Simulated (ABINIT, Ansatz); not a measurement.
# Calculated records

### A GW chain in ABINIT: YHSe (P-6m2)

It takes space group P-6m2 (No. 187, hexagonal). The conventional cell has a = 3.841 Å, b = 3.841 Å, c = 3.916 Å, α = 90.00°, β = 90.00°, γ = 120.00°. Nearest to Y lie 3 H at 2.22 Å and 6 Se at 2.96 Å. H has 3 Y at 2.22 Å nearest. Nearest to Se lie 6 H at 2.96 Å and 6 Y at 2.96 Å. Farther neighbours, and contacts between anions beyond the nearest, are not listed.

- method: RPA screening on LDA, plane waves, norm-conserving pseudopotentials (and 2 further levels or steps)
- program: ABINIT 10.8.3
- settings: cutoff 39 Ha, PseudoDojo scalar-relativistic 0.4.1 standard, norm-conserving, ngkpt (3, 3, 4), nband 38, ecuteps 3.6 Ha, inclvkb 2, shiftk (0, 0, 0), symchi 1, awtr 1, frequency ppm, 3×3×4 k-mesh
- cost: 5 runs, 2.3 min in all on 4 MPI ranks of Arm Neoverse N1, shared host
- notes: The program’s warnings: nkpt*nsppol () is not a multiple of nproc spkpt (). The cell and positions are those that the Materials Project relaxed with its own functionals (PBE, PBE+U or r2SCAN), kept fixed. Limits: no spin-orbit coupling. The 3×3×4 mesh is coarse for this cell, which bears on the long-range parts of exchange and screening. The norm-conserving file of at least one element keeps a d shell over frozen s and p shells of the same row. Exchange with those shells is missing from the self-energy, an error of 0.3 to 0.9 eV in cases checked, whose sign depends on which edge lies on those atoms.
- LDA gap: 1.36 eV, indirect
- G0W0 gap on the mesh: 2.59 eV
- GW settings: 3×3×4 mesh, 38 bands, screening to 98 eV, Godby-Needs plasmon pole
- known limits: short of the basis limit; exchange with frozen shells missing; no spin-orbit coupling; coarse k mesh

G0W0 moves the gap on the mesh from 1.36 eV to 2.59 eV (+1.23 eV), with Z of 0.80 and 0.82 at the edges. Local fields lower the RPA ε∞ on this mesh from 12.63 to 11.43; a Γ-centred mesh this coarse tends to raise both, most where the direct gap is narrow, while a short band sum lowers them.

[Paths, hosts, dates, memory and timing lines, banners, echoed tables and standing remarks are left out of the program output; an Ansatz launch command may be rebuilt from the run's recorded settings. Measured values are a selection of at most five: reports struck by readers or far from the other reports are left out. None is set beside runs whose start may be inverted or whose files or cutoffs have a known fault.]

[Runs of the session that timed out or met a known fault of the program may be left out.]

[Hosts, paths, dates, database ids (printed as entryN), source tags and the programs' standing remarks are cut or masked in the printed files.]

[G0W0 gaps are taken among the corrected bands and points alone; a level outside them can change the order at an edge.]

[Where Ansatz stands beside ABINIT at settings called matched, ABINIT's density can come from a denser mesh and the files from another edition; pairs whose starting gaps differed by over 0.03 eV were left out, so agreement reads better than it is.]
